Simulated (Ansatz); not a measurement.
# Static equation of state of amorphous Si0.8Ge0.2 (114 atoms)

Density of this cell: 2.96 g/cm³. The cell holds 114 atoms: 91 Si and 23 Ge. Cell: a = 13.398 Å, b = 13.370 Å, c = 13.296 Å, α = 87.6°, β = 92.0°, γ = 93.8°. The starting structure: 114 atoms (91 Si, 23 Ge) placed at random at 2.89 g/cm³, melted at 3500 K for 10 ps at fixed volume with the Tersoff potential (Tersoff, Phys. Rev. B 39, 5566 (1989)). Quenched from 3100 K to 500 K at 50 K/ps and fixed volume, held 5 ps, then minimised at fixed cell.

Calculated with Ansatz 0.2.0: Kohn-Sham DFT, PBE, PAW (set soft_2), plane waves; cutoff 420 eV, Γ point, gaussian smearing of 0.05 eV. Cell and atoms were relaxed first, to V0 = 20.816 Å³ an atom at a residual P0 = -0.003 GPa. The cell was then scaled evenly, and the atoms were relaxed at each volume.

| volume (Å³/atom) | pressure (GPa) |
| --- | --- |
| 18.734 | ? |
| 19.567 | 4.458 |
| 20.191 | 2.157 |
| 21.440 | -1.865 |
| 22.065 | -3.423 |

Task: Fit the third-order Birch–Murnaghan equation to the rows given and extrapolate to the withheld row.

Worked fit:

Take the Eulerian strain f = ½[(V0/V)^(2/3) − 1] and the normalised pressure F = (P − P0) / [3f(1 + 2f)^(5/2)]. The third-order Birch–Murnaghan equation is then the line F = B0 + (3/2)B0(B′ − 4) f, so u = f and v = F.

```
      u = f  v = F (GPa)
  0.0210565      63.7055
  0.0102570      66.7123
-0.00975639      66.8101
 -0.0190505      65.9424
```

With n = 4: mean u = 6.2665e-4, mean v = 65.7926, Σ(u − ū)² = 0.0010051, Σ(u − ū)(v − v̄) = -0.047294. Slope b = -0.047294 / 0.0010051 = -47.053; intercept a = v̄ − b ū = 65.822.

So B0 = a = 65.8 GPa and B′ = 4 + 2b/(3a) = 3.52. At the withheld volume f = 0.03638, F = a + b f = 64.11 GPa, and P = P0 + 3f(1 + 2f)^(5/2) F.

Prediction at 18.734: 8.338 GPa. The run gave 6.702 GPa, so the fit is high by 1.6 GPa (24 % of the value).

The series isn't one smooth equation of state: even a line fitted to all rows, the withheld one included, misses F by up to 9.7 %, the count of bonds changes along the series and an atom moves over 0.5 Å in some relaxation. B0 and B′ are then only the numbers of this fit, not moduli of the material. Among the rows given, the largest miss of the fit is at 19.567, by 0.079 GPa (0.78 % of the range of the table).

Limits: Static cells at zero temperature; the cell shape is held. The program notes that the SCF threshold of these relaxations is loose for the stress. The quench rate of 50 K/ps is many orders above laboratory rates, so the cell is likely richer in defects and strain than a real sample. The network of bonds at the start is that of the classical potential that made the cell, and needn't be the one that DFT or experiment would give. Only the Γ point is sampled, in a cell whose shortest periodic width is 13 Å.

[Logs are printed without paths, hosts, clocks, repeated set-up lines and the standing remarks that a program may print on its own settings, such as how far it seeks lower states.]

[Hosts, paths, dates, database ids (printed as entryN), source tags and the programs' standing remarks are cut or masked in the printed files.]
